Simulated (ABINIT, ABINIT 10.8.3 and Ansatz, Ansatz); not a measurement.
**Excitons of Rb2LiAlF6 (Fm-3m): kernels and approximations**

Aim: the absorption spectrum of Rb2LiAlF6 (Fm-3m) with electron-hole interaction, and what each part of the kernel does.

Method: PBEsol and many-body steps on it, plane waves, in ABINIT 10.8.3 and Ansatz 0.2.0.

## (1) Starting point

Symmetry: Fm-3m, No. 225, cubic system. The conventional cell has a = 8.228 Å, b = 8.228 Å, c = 8.228 Å, α = 90.00°, β = 90.00°, γ = 90.00°. Nearest to Rb lie 12 F at 2.92 Å. Li has 6 F at 2.26 Å nearest. Nearest to Al lie 6 F at 1.86 Å. F has 1 Al at 1.86 Å and 1 Li at 2.26 Å and 4 Rb at 2.92 Å nearest. Farther neighbours and most contacts between anions are not listed.

The cell and positions are those that the Materials Project relaxed with its own functionals (PBE, PBE+U or r2SCAN), kept fixed.

## (2) Empty states on the mesh, 2×2×2 mesh, 111 bands

This step: ABINIT 10.8.3; DFT, PBEsol, plane waves, norm-conserving pseudopotentials.

The sums over transitions need many empty states on a uniform mesh; this step solves for them.

run.abi reads:

```
acell 3*1.0 Angstrom
rprim 
  0.000000000000 4.113943000000 4.113943000000
  4.113943000000 0.000000000000 4.113943000000
  4.113943000000 4.113943000000 -0.000000000000
ntypat 4
znucl 37 3 13 9
natom 10
typat 1 1 2 3 4 4 4 4 4 4
xred 
  0.750000000000 0.750000000000 0.750000000000
  0.250000000000 0.250000000000 0.250000000000
  0.500000000000 0.500000000000 0.500000000000
  0.000000000000 -0.000000000000 -0.000000000000
  0.774175000000 0.225825000000 0.225825000000
  0.225825000000 0.225825000000 0.774175000000
  0.225825000000 0.774175000000 0.774175000000
  0.225825000000 0.774175000000 0.225825000000
  0.774175000000 0.225825000000 0.774175000000
  0.774175000000 0.774175000000 0.225825000000
pp_dirpath "pseudos"
pseudos "Rb.upf, Li.upf, Al.upf, F.upf"
ecut 36
ngkpt 2 2 2
nshiftk 1
shiftk 0 0 0
kptopt 1
chksymbreak 0
iscf -2
irdden 1
istwfk *1
nband 111
nbdbuf 10
tolwfr 1e-09
nstep 60
prtvol 0
indata_prefix "in"
outdata_prefix "out"
tmpdata_prefix "tmp"
```

Launch:

```console
> OMP_NUM_THREADS=1 mpirun -n 4 abinit run.abi > log
```

Numbers of over 12 decimals in the logs are rounded to 6 here.

Output:

```text
.Version 10.8.3 of ABINIT. v10.8.2 released Aug 2026.

 Symmetries : space group Fm -3 m (#225); Bravais cF (face-center cubic)
[... echo of the input left out ...]
== DATASET  1 ==================================================================
-   mpi_nproc: 4, omp_nthreads: 1 (-1 if OMP is not activated)
-    --> not optimal distribution: autoparal keyword recommended in input file <--

--- !DatasetInfo
iteration_state: {dtset: 1, }
dimensions: {natom: 10, nkpt: 3, mband: 111, nsppol: 1, nspinor: 1, nspden: 1, mpw: 9756, }
cutoff_energies: {ecut:  36.0, pawecutdg:  -1.0, }
[...]
1.09255    1.09255    1.09255    1.17081    1.17081    1.18236    1.18236    1.18236
   1.18822    1.18822    1.18822    1.22399    1.22399    1.22496    1.28892    1.33132
   1.34568    1.34568    1.34568    1.43178    1.43276    1.43350    1.43647
 prteigrs : prtvol=0 or 1, do not print more k-points.

== END DATASET(S) ==============================================================
================================================================================

 -outvars: echo values of variables after computation  --------
            nband         111
             nkpt           3
          spgroup         225
 [... the other variables as echoed above ...]

 Calculation completed.
```

Elapsed: 41 s, on 4 MPI ranks of Intel Xeon Platinum 8488C (Sapphire Rapids), shared host; peak memory 0.44 GiB.

This step gave:

* gap: 7.106 eV
* k of the valence top: 0, 0, 0
* k of the conduction bottom: 0, 0, 0
* least direct gap: 7.106 eV
* k points computed: 3
* lowest point of the top converged band, above the valence top: 34.29 eV

On this mesh the gap is 7.106 eV.

The density comes from a self-consistent run that is not shown.

## (3) Screening, 2×2×2 mesh, 101 bands, screening to 98 eV

The RPA dielectric matrix is built and inverted for each q.

This step: RPA screening on PBEsol, plane waves, norm-conserving pseudopotentials.

Changes to run.abi since step 2:

```diff
@@ -28,10 +28,11 @@
 chksymbreak 0
-iscf -2
-irdden 1
 istwfk *1
-nband 111
-nbdbuf 10
-tolwfr 1e-09
-nstep 60
-prtvol 0
+occopt 1
+irdwfk 1
+optdriver 3
+nband 101
+ecuteps 3.6
+inclvkb 2
+awtr 1
+symchi 1
 indata_prefix "in"
```

Output:

```text
.Version 10.8.3 of ABINIT. v10.8.2 released Aug 2026.

 Symmetries : space group Fm -3 m (#225); Bravais cF (face-center cubic)
[... echo of the input left out ...]
== DATASET  1 ==================================================================
-   mpi_nproc: 4, omp_nthreads: 1 (-1 if OMP is not activated)

--- !DatasetInfo
iteration_state: {dtset: 1, }
dimensions: {natom: 10, nkpt: 3, mband: 101, nsppol: 1, nspinor: 1, nspden: 1, mpw: 9756, }
cutoff_energies: {ecut:  36.0, pawecutdg:  -1.0, }
[...]
--------------------------------------------------------------------------------
[... chi0 elements left out ...]
 For q-point:  0.000010 0.000020 0.000030
  dielectric constant =   2.0673
  dielectric constant without local fields =   2.2351

  Average fulfillment of the sum rule on Im[epsilon] for q-point    1 :     34.83  [%]
[... wings left out ...]
  q-point number  2        q = ( 0.500000, 0.000000, 0.000000) [r.l.u.]
--------------------------------------------------------------------------------
[... chi0 elements left out ...]
  Average fulfillment of the sum rule on Im[epsilon] for q-point    2 :     41.17  [%]

 [... 1 further q-points ...]
```

The job ended after 31 s (4 MPI ranks; peak memory 1.5 GiB; 2.1 min of CPU time).

This step gave:

- ε∞ with local fields, on this mesh, along the program's q direction: 2.067
- the same without local fields: 2.235
- plasma frequency: 25.56 eV
- plane waves in the screening matrix: 331

Local fields lower ε∞ by 8 %. On a Γ-centred mesh this coarse the value itself is usually too large, while a short band sum pulls it down.

## (4) Self-energy, 2×2×2 mesh, 101 bands, screening to 98 eV

The self-energy is evaluated for the states that the input lists, and the levels follow from it, in one-shot runs by the linearised quasiparticle equation.

This step: G0W0 on PBEsol, plane waves, norm-conserving pseudopotentials.

Changes to run.abi since step 3:

```diff
@@ -31,8 +31,15 @@
 irdwfk 1
-optdriver 3
+optdriver 4
 nband 101
+gwcalctyp 0
+ecutsigx 36
+symsigma 1
+nkptgw 1
+kptgw 
+  0.0000000000 0.0000000000 0.0000000000
+bdgw 
+  31 37
 ecuteps 3.6
-inclvkb 2
-awtr 1
-symchi 1
+irdscr 1
+ppmodel 1
 indata_prefix "in"
```

Output:

```text
.Version 10.8.3 of ABINIT. v10.8.2 released Aug 2026.

 Symmetries : space group Fm -3 m (#225); Bravais cF (face-center cubic)
[... echo of the input left out ...]
== DATASET  1 ==================================================================
-   mpi_nproc: 4, omp_nthreads: 1 (-1 if OMP is not activated)

--- !DatasetInfo
iteration_state: {dtset: 1, }
dimensions: {natom: 10, nkpt: 3, mband: 101, nsppol: 1, nspinor: 1, nspden: 1, mpw: 9756, }
cutoff_energies: {ecut:  36.0, pawecutdg:  -1.0, }
[...]
35   8.752  -9.683  -4.677  -2.383   0.900  -0.111  -7.323   2.360  11.113
       36   8.752  -9.683  -4.677  -2.383   0.900  -0.111  -7.323   2.360  11.113
       37   8.752  -9.683  -4.677  -2.383   0.900  -0.111  -7.323   2.360  11.113

== END DATASET(S) ==============================================================
================================================================================

 -outvars: echo values of variables after computation  --------
           etotal      0.0000000000E+00
            nband         101
             nkpt           3
          spgroup         225
 [... the other variables as echoed above ...]

 Calculation completed.
```

The job ended after 7.5 s (4 MPI ranks; peak memory 1.1 GiB; 29 s of CPU time).

This step gave:

| Property | Result |
| --- | --- |
| G0W0 gap on the points computed | 11.03 eV |
| starting gap on the mesh | 7.106 eV |
| k of the valence top | 0, 0, 0 |
| k of the conduction bottom | 0, 0, 0 |
| least direct G0W0 gap on the computed points | 11.03 eV |

The gap on the mesh goes from 7.11 eV to 11.03 eV, a correction of +3.93 eV.

The gap opens by 3.925 eV; the next steps shift the empty bands rigidly by 3.925 eV.

## (5) Excitons

Light makes an electron and a hole together. The Bethe-Salpeter equation adds their screened attraction and their exchange, in a window of bands around the gap.

This step: Bethe-Salpeter equation on PBEsol with a scissors shift, plane waves, norm-conserving pseudopotentials.

Changes to run.abi since step 4:

```diff
@@ -31,15 +31,17 @@
 irdwfk 1
-optdriver 4
-nband 101
-gwcalctyp 0
-ecutsigx 36
-symsigma 1
-nkptgw 1
-kptgw 
-  0.0000000000 0.0000000000 0.0000000000
-bdgw 
-  31 37
+optdriver 99
+bs_calctype 1
+mbpt_sciss 3.925 eV
+bs_loband 16
+nband 40
+bs_exchange_term 1
+bs_coulomb_term 11
+bs_coupling 0
+bs_algorithm 1
+bs_freq_mesh 0 17 0.1 eV
+zcut 0.15 eV
 ecuteps 3.6
+ecutwfn 18
+inclvkb 2
 irdscr 1
-ppmodel 1
 indata_prefix "in"
```

Output:

```text
.Version 10.8.3 of ABINIT. v10.8.2 released Aug 2026.

 Symmetries : space group Fm -3 m (#225); Bravais cF (face-center cubic)
[... echo of the input left out ...]
== DATASET  1 ==================================================================
-   mpi_nproc: 4, omp_nthreads: 1 (-1 if OMP is not activated)

--- !DatasetInfo
iteration_state: {dtset: 1, }
dimensions: {natom: 10, nkpt: 3, mband: 40, nsppol: 1, nspinor: 1, nspden: 1, mpw: 3479, }
cutoff_energies: {ecut:  18.0, pawecutdg:  -1.0, }
electrons: {nelect:   6.60000000E+01, charge:   0.00000000E+00, occopt:   1.00000000E+00, tsmear:   1.00000000E-02, }

 Exciton: Calculation of dielectric properties by solving the Bethe-Salpeter equation
 in frequency domain and reciprocal space on a transitions basis set.
 Based on a program developed by L. Reining, V. Olevano, F. Sottile,
 S. Albrecht, and G. Onida. Incorporated in ABINIT by M. Giantomassi.

.Using double precision arithmetic ; gwpc =  8

[... cell and pseudopotentials left out ...]
--------------------------------------------------------------------------------

 ==== K-mesh for the wavefunctions ====
 Number of points in the irreducible wedge :     3
[... list of points left out ...]
 Together with 48 symmetry operations and time-reversal symmetry
 yields     8 points in the full Brillouin Zone.

 ==== Q-mesh for the screening function ====
 Number of points in the irreducible wedge :     3
[... list of points left out ...]
 Together with 48 symmetry operations and time-reversal symmetry
 yields     8 points in the full Brillouin Zone.

 vcoul_init : cutoff-mode = AUXILIARY_FUNCTION
 q-points for optical limit:   1
     1)      0.000010    0.000020    0.000030
 setmesh: FFT mesh size selected  =    32x   32x   32
          total number of points  =        32768

 ==== Fundamental parameters for the solution of the Bethe-Salpeter equation: ====
 Algorithm: Direct diagonalization.
 Dimension of the v, W matrices,  npweps  = 331
 Cutoff for the wavefunctions,    npwwfn  = 3479
 Number of k-points in the IBZ,   nkibz   = 3
 Highest empty band included,     nband   = 40
 === Spin UP ===
 Number of resonant transitions          1008
 Lowest occupied state                   16
 Highest occupied state                  33
 Lowest unoccupied state                 34
 Highest unoccupied state                40
 Minimum frequency [eV]           Emin    =   0.00
 Maximum frequency [eV]           Emax    =  17.00
 Frequency step [eV]              dE      =   0.10
 Lorentzian broadening [eV]       eta     =   0.15
 RPA L0 with KS energies and KS wavefunctions
 Scissors operator energy [eV] =          3.92
 Local fields effects (v term) included
 Excitonic effects (W term) included
 Full W_GG' included
 W is read from an external SCR file
 Resonant-only calculation (Hermitian case)

 Calculating epsilon_Macro(q-->0,w), along the following directions:
 q = (  1.428718  0.000000  0.000000) [r.l.u.]
 q = (  0.000000  1.428718  0.000000) [r.l.u.]
 q = (  0.000000  0.000000  1.428718) [r.l.u.]
 q = (  0.000000  1.237306  1.237306) [r.l.u.]
 q = (  1.237306  0.000000  1.237306) [r.l.u.]
 q = (  1.237306  1.237306  0.000000) [r.l.u.]
 Number of electrons calculated from density =   65.8888; Expected =   66.0000
 average of density, n =  0.070115
 r_s =    1.5044
 omega_plasma =   25.5423 [eV]

. Writing resonant excitonic Hamiltonian on file out_BSR; file size=   0.01 [Gb].
 Direct diagonalization of the resonant excitonic Hamiltonian, Matrix size= 1008
. Using LAPACK sequential version.
 Excitonic eigenvalues in eV up to n=   32
   9.18519   9.18679   9.19004   9.52327   9.52790   9.52976   9.79524   9.80196
   9.80214  10.37649  10.37743  10.47381  10.49668  10.49730  10.86875  10.88150
  10.88420  11.09559  11.12217  11.12245  11.16923  11.20651  11.20843  11.50563
  11.52692  11.53072  11.53088  11.55390  11.56616  11.56723  11.56940  11.57456

 First excitonic eigenvalue=    9.19 [eV]
 Last  excitonic eigenvalue=   19.17 [eV]

 GW  direct gap      11.03  0.00 [eV]
 EXC direct gap       9.19  0.00 [eV]
 EXC binding energy   1.85  0.00 [eV]

 Excitonic eigenvalues up to the GW energy gap [eV]
  1 (  9.19  0.00)
  2 (  9.19  0.00)
  3 (  9.19  0.00)
  4 (  9.52  0.00)
  5 (  9.53  0.00)
  6 (  9.53  0.00)
[...]
15 ( 10.87  0.00)
 16 ( 10.88  0.00)
 17 ( 10.88  0.00)

 Macroscopic dielectric function:
 omega [eV] <KS_RPA_nlf>  <GW_RPA_nlf>  <BSE>
   0.0000   1.4368   0.0000   1.3172   0.0000   1.4033   0.0000
   0.1000   1.4368   0.0001   1.3172   0.0000   1.4034   0.0001
   0.2000   1.4370   0.0003   1.3172   0.0001   1.4035   0.0002
   0.3000   1.4372   0.0004   1.3173   0.0001   1.4036   0.0003
   0.4000   1.4375   0.0005   1.3174   0.0002   1.4039   0.0004
   0.5000   1.4379   0.0006   1.3176   0.0002   1.4042   0.0005
   0.6000   1.4383   0.0008   1.3177   0.0003   1.4045   0.0006
   0.7000   1.4389   0.0009   1.3179   0.0003   1.4050   0.0007
   0.8000   1.4395   0.0010   1.3182   0.0004   1.4054   0.0008
   0.9000   1.4402   0.0012   1.3184   0.0004   1.4060   0.0009

 Writing KS-RPA macroscopic dielectric function without local fields to file: out_RPA_NLF_MDF
 Writing GW-RPA macroscopic dielectric function without local fields to file: out_GW_NLF_MDF
 Writing EXC Macroscopic dielectric function to file: out_EXC_MDF

== END DATASET(S) ==============================================================
================================================================================

 -outvars: echo values of variables after computation  --------
           etotal      0.0000000000E+00
            nband          40
             nkpt           3
          spgroup         225
 [... the other variables as echoed above ...]

 Calculation completed.
```

Run time: 58 s. Hardware: 4 MPI ranks; peak memory 0.65 GiB; 3.9 min of CPU time.

Numbers from this step:

| Item | Value |
| --- | --- |
| direct gap of the transition levels | 11.03 eV |
| transitions in the window | 1008 |
| first strong exciton (over a fiftieth of the strongest listed) | 9.523 eV |
| lowest state | 9.185 eV |
| binding of the lowest state below the direct gap | 1.846 eV |
| Coulomb term of one mesh cell | 1.908 eV |

The binding is 0.97 times the screened Coulomb term of one mesh cell (1.91 eV), so it is not shown settled.

The lowest state lies at 9.185 eV, 1.846 eV under the direct gap.

Lines within 3 meV are set at the lowest of them, and the highest group, which the list may cut short, is left out. Lines of the exciton spectrum (strongest = 100):

| position (eV) | lines merged | oscillator strength, relative |
| --- | --- | --- |
| 9.185 | 2 | 0.6 |
| 9.190 | 1 | 0.0 |
| 9.523 | 1 | 53 |
| 9.528 | 2 | 100 |
| 9.795 | 1 | 0.0 |
| 9.802 | 2 | 0.0 |
| 10.377 | 2 | 0.1 |
| 10.474 | 1 | 0.0 |
| 10.497 | 2 | 0.1 |
| 10.869 | 1 | 0.2 |

The ε₂ has structure finer than the step of the table below, so its rows give means over 0.5 eV, whole bins alone (the curve runs from 0 to 16.9 eV). Peaks (eV: height): BSE 9.50: 3.88, 11.10: 5.10, 12.70: 1.16; no electron-hole interaction 11.40: 1.02, 13.40: 3.37, 14.90: 2.58; Kohn-Sham, no shift 7.40: 1.05, 9.50: 3.56, 11.00: 2.63, 12.90: 1.63.

Mean over the three Cartesian directions of q; broadening 0.15 eV; transition window only. Limits: finite bands, cutoff and mesh; no spin-orbit coupling; coarse k mesh; exciton not shown settled in the k mesh. The ε₂ by photon energy; means over each step:

| photon energy (eV) | BSE | no electron-hole interaction | Kohn-Sham, no shift |
| --- | --- | --- | --- |
| 0.5 | 5.0e-4 | 2.2e-4 | 6.4e-4 |
| 1.0 | 0.001 | 4.7e-4 | 0.00129 |
| 1.5 | 0.00153 | 7.3e-4 | 0.00198 |
| 2.0 | 0.00212 | 9.8e-4 | 0.00276 |
| 2.5 | 0.00276 | 0.00124 | 0.00363 |
| 3.0 | 0.00350 | 0.00153 | 0.00466 |
| 3.5 | 0.00434 | 0.00186 | 0.00593 |
| 4.0 | 0.00537 | 0.00222 | 0.00753 |
| 4.5 | 0.00661 | 0.00262 | 0.00964 |
| 5.0 | 0.00822 | 0.00310 | 0.0126 |
| 5.5 | 0.0103 | 0.00362 | 0.0173 |
| 6.0 | 0.0132 | 0.00426 | 0.0259 |
| 6.5 | 0.0173 | 0.00503 | 0.0476 |
| 7.0 | 0.0236 | 0.00598 | 0.186 |
| 7.5 | 0.0343 | 0.00717 | 0.663 |
| 8.0 | 0.0556 | 0.00873 | 0.147 |
| 8.5 | 0.112 | 0.0109 | 0.141 |
| 9.0 | 0.424 | 0.0140 | 0.440 |
| 9.5 | 2.44 | 0.0190 | 2.44 |
| 10.0 | 0.605 | 0.0285 | 1.22 |
| 10.5 | 0.481 | 0.0547 | 1.15 |
| 11.0 | 2.97 | 0.268 | 2.31 |
| 11.5 | 1.39 | 0.604 | 1.86 |
| 12.0 | 0.574 | 0.132 | 0.602 |
| 12.5 | 0.947 | 0.156 | 0.710 |
| 13.0 | 0.861 | 0.605 | 1.40 |
| 13.5 | 0.889 | 2.52 | 0.399 |
| 14.0 | 0.574 | 1.09 | 0.133 |
| 14.5 | 0.243 | 1.30 | 0.101 |
| 15.0 | 0.530 | 2.35 | 0.130 |
| 15.5 | 0.556 | 1.69 | 0.0738 |
| 16.0 | 0.214 | 0.512 | 0.0248 |
| 16.5 | 0.0789 | 0.879 | 0.0156 |

(Continued in part 2 of 3.)

[Paths, hosts, dates, memory and timing lines, banners, echoed tables and standing remarks are left out of the program output.]

[Logs are printed without paths, hosts, clocks, repeated set-up lines and the standing remarks that a program may print on its own settings, such as how far it seeks lower states.]

[Runs of the session that timed out or met a known fault of the program may be left out.]

[Hosts, paths, dates, database ids (printed as entryN), source tags and the programs' standing remarks are cut or masked in the printed files.]

[G0W0 gaps are taken among the corrected bands and points alone; a level outside them can change the order at an edge.]

[Where Ansatz stands beside ABINIT at settings called matched, ABINIT's density can come from a denser mesh and the files from another edition; pairs whose starting gaps differed by over 0.03 eV were left out, so agreement reads better than it is.]
